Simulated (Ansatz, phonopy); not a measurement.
# Quasi-harmonic thermodynamics of KI (Fm-3m), part 2 of 2

Wanted: α(T), C_P(T) and B(T) of KI in the quasi-harmonic approximation.

Experimental results on record:
- volume expansion coefficient 113.7 1e-6/K near room temperature (given in “Descriptors for thermal expansion in solids”, 2017, arXiv:1701.03966)

Ansatz 0.2.0; DFT LDA, scalar-relativistic, plane waves, PAW.

So far, principal linear expansion coefficients at 298 K (× 1e-6/K): step 7 (the quasi-harmonic study, cutoff 550 eV) 40.5.

### 8. Free-energy fit (continued)

Volume expansion coefficient against temperature; values in 1e-6/K:

| temperature (K) | phonopy-qha, Vinet | Ansatz's own study |
| --- | --- | --- |
| 75 | 76.7 | 78.4 |
| 100 | 89.3 | 90.0 |
| 125 | 96.8 | 97.1 |
| 150 | 102 | 102 |
| 175 | 106 | 106 |
| 200 | 109 | 110 |
| 225 | 113 | 113 |
| 250 | 116 | 116 |
| 275 | 119 | 119 |
| 300 | 122 | 122 |
| 325 | 125 | 125 |
| 350 | 128 | 128 |
| 375 | 132 | 131 |
| 400 | 135 | 135 |
| 425 | 139 | 139 |
| 450 | 143 | 143 |
| 475 | 147 | 147 |

The fit gives a volume expansion of 122 × 10⁻⁶/K at 300 K, against 122 at 298 K from the study itself, whose static fit uses more cells.

### 9. Phonons on strained cells, cutoff 487.2 eV, k-mesh 12×12×12

This step: DFT LDA, scalar-relativistic, plane waves, PAW (Ansatz 0.2.0).

Contents of input.yaml:

```yaml
crystal:
  lattice:
    - [0.0, 3.4087163076, 3.4087163076]
    - [3.4087163076, 0.0, 3.4087163076]
    - [3.4087163076, 3.4087163076, 0.0]
  atoms:
    - { symbol: K, position: [0.0, 0.0, 0.0] }
    - { symbol: I, position: [0.5, 0.5, 0.5] }
kpoints:
  mp_grid: { grid: [12, 12, 12] }
hamiltonian:
  xc: lda
scf:
  occupations: { method: fixed }
  lower_state_search: "off"
output:
  eigenvalues: true
phonons:
  method: dfpt
  qmesh: [4, 4, 4]
  temperatures: { t_max: 500.0, t_step: 25 }
  thermal_expansion: {}
```

Command:

```sh
ansatz run input.yaml --threads 4 --pin off --max-ram 16384MiB --backend cpu --events-out ev --progress --plain --runs-dir out
```

It took 53 min on 4 threads of Arm Neoverse V2, shared host; peak memory 5.8 GiB.

The run was cut off at its time limit.

### 10. The quasi-harmonic study, cutoff 487.2 eV

Thermal expansion follows from how the free energy of the vibrations (and of the electrons in a metal) changes with strain, so the program makes strained cells, their phonons and a fit in one run.

input.yaml, as its differences from that of step 9:

```diff
@@ -9,3 +9,3 @@
 kpoints:
-  mp_grid: { grid: [12, 12, 12] }
+  mp_grid: { grid: [8, 8, 8] }
 hamiltonian:
```

It took 17 min on 4 threads; peak memory 2 GiB; 68 min of CPU time.

Strained cells of the study; zero-point energy where phonons were solved; the pressures are stresses at a fixed cutoff and can carry an offset from the finite basis. Expansion cells, by row:

| cell | \|a\| (Å) | \|b\| (Å) | \|c\| (Å) | V (Å³/atom) | E - E_lowest (meV/atom) | pressure, compression positive (GPa) | gap (eV) | zero-point energy (meV/atom) |
| --- | --- | --- | --- | --- | --- | --- | --- | --- |
| 1 | 4.821 | 4.821 | 4.821 | 39.61 | 0.002 | -0.006 | 3.869 | - |
| 2 | 4.859 | 4.859 | 4.859 | 40.57 | 1.103 | -0.366 | 3.807 | - |
| 3 | 4.782 | 4.782 | 4.782 | 38.67 | 1.162 | 0.401 | 3.934 | - |
| 4 | 4.821 | 4.821 | 4.821 | 39.62 | 0 | -0.01 | 3.868 | 15.42 |
| 5 | 4.845 | 4.845 | 4.845 | 40.22 | 0.454 | -0.241 | 3.829 | 15.01 |
| 6 | 4.883 | 4.883 | 4.883 | 41.17 | 2.835 | -0.567 | 3.769 | 14.37 |
| 7 | 4.914 | 4.914 | 4.914 | 41.96 | 6.228 | -0.806 | 3.722 | 13.86 |
| 8 | 4.946 | 4.946 | 4.946 | 42.77 | 10.84 | -1.022 | 3.676 | 13.35 |
| 9 | 4.773 | 4.773 | 4.773 | 38.45 | 1.792 | 0.505 | 3.95 | - |
| 10 | 4.797 | 4.797 | 4.797 | 39.03 | 0.433 | 0.238 | 3.909 | - |
| 11 | 4.985 | 4.985 | 4.985 | 43.81 | 18.19 | -1.26 | 3.621 | - |

Changing the cutoff (550 → 487.2 eV) takes the volume expansion at 298 K from 122 to 122 × 10⁻⁶/K and B_T from 13.1 to 13.1 GPa.

### 11. Quasi-harmonic fit by phonopy

This step: DFT LDA, scalar-relativistic, plane waves, PAW (phonopy 4.10.0).

This step gave:

```
volume expansion coefficient at 300 K : 121.9 1e-6/K
```

The energy (each curve on its own zero) by volume; values in meV/atom:

| volume (Å³/atom) | static | F at 0 K | F at 300 K | F at 500 K |
| --- | --- | --- | --- | --- |
| 39.62 | 0 | 1.02 | 4.72 | 7.78 |
| 40.22 | 0.45 | 1.06 | 3.36 | 5.25 |
| 41.17 | 2.84 | 2.81 | 2.81 | 2.8 |
| 41.96 | 6.23 | 5.68 | 3.71 | 2.09 |
| 42.77 | 10.8 | 9.78 | 5.74 | 2.43 |

Phonopy-qha, vinet fit of F(V) at each temperature. Qha vinet, by row:

| T (K) | fitted volume (Å³/atom) | alpha_V (1e-6/K) | B_T (GPa) | C_P (J/mol-atom/K) | Grueneisen |
| --- | --- | --- | --- | --- | --- |
| 75 | 40 | 76.79 | 15.27 | 20.21 | 1.413 |
| 100 | 40.09 | 89.33 | 15.05 | 22.32 | 1.48 |
| 125 | 40.18 | 96.83 | 14.82 | 23.46 | 1.514 |
| 150 | 40.28 | 102 | 14.59 | 24.17 | 1.534 |
| 175 | 40.39 | 106.1 | 14.36 | 24.66 | 1.549 |
| 200 | 40.49 | 109.6 | 14.12 | 25.03 | 1.562 |
| 225 | 40.61 | 112.8 | 13.87 | 25.33 | 1.573 |
| 250 | 40.72 | 115.8 | 13.62 | 25.6 | 1.583 |
| 275 | 40.84 | 118.8 | 13.37 | 25.84 | 1.593 |
| 300 | 40.97 | 121.9 | 13.12 | 26.07 | 1.603 |
| 325 | 41.09 | 125 | 12.86 | 26.29 | 1.613 |
| 350 | 41.22 | 128.2 | 12.59 | 26.51 | 1.624 |
| 375 | 41.36 | 131.6 | 12.33 | 26.74 | 1.634 |
| 400 | 41.49 | 135.1 | 12.06 | 26.97 | 1.645 |
| 425 | 41.64 | 138.9 | 11.78 | 27.21 | 1.656 |
| 450 | 41.78 | 142.8 | 11.5 | 27.47 | 1.667 |
| 475 | 41.94 | 147 | 11.22 | 27.73 | 1.679 |

The volume expansion coefficient by temperature; values in 1e-6/K:

| temperature (K) | phonopy-qha, Vinet | Ansatz's own study |
| --- | --- | --- |
| 75 | 76.8 | 78.4 |
| 100 | 89.3 | 90.0 |
| 125 | 96.8 | 97.1 |
| 150 | 102 | 102 |
| 175 | 106 | 106 |
| 200 | 110 | 110 |
| 225 | 113 | 113 |
| 250 | 116 | 116 |
| 275 | 119 | 119 |
| 300 | 122 | 122 |
| 325 | 125 | 125 |
| 350 | 128 | 128 |
| 375 | 132 | 132 |
| 400 | 135 | 135 |
| 425 | 139 | 139 |
| 450 | 143 | 143 |
| 475 | 147 | 147 |

The fit gives a volume expansion of 122 × 10⁻⁶/K at 300 K, against 122 at 298 K from the study itself, whose static fit uses more cells.

### 12. Outcome

```
settings of these figures                        : LDA, 550 eV, k 8×8×8, q 4×4×4
volume expansion coefficient at 298 K            : 121.6 1e-6/K
C_P at 298 K                                     : 26.02 J/mol-atom/K
entropy at 298 K                                 : 52.36 J/mol-atom/K
isothermal bulk modulus at 298 K                 : 13.14 GPa
Grüneisen parameter at 298 K                     : 1.602
volume at 298 K                                  : 40.96 Å³/atom
principal linear expansion coefficients at 298 K : 40.52, 40.52, 40.52 1e-6/K
```

**Reading.** Near room temperature KI expands by 122 × 10⁻⁶/K in volume by LDA, with C_P = 26.0 J/(mol K) per mole of atoms and B_T = 13.1 GPa. C_P at room temperature is 104 % of the classical 3R an atom; C_V is 99 %, and the rest is expansion work. A measured volume expansion coefficient near room temperature is 113.7 1e-6/K (arXiv:1701.03966); the calculated 122 1e-6/K differs by +7 %. Changing the cutoff moves the volume expansion at 298 K between 122 and 122 × 10⁻⁶/K, while the CPU time spans a factor of 1.5. The PAW files were made for PBE and are used here under another functional, for which the program regenerates the frozen cores. The cell of these runs is 10 % smaller in volume than the database cell; frequencies and all that rests on them shift with it.

[Logs are printed without paths, hosts, clocks, repeated set-up lines and the standing remarks that a program may print on its own settings, such as how far it seeks lower states.]

[Hosts, paths, dates, database ids (printed as entryN), source tags and the programs' standing remarks are cut or masked in the printed files.]

[A step with changed settings may run another functional than the one named; its input shows which.]
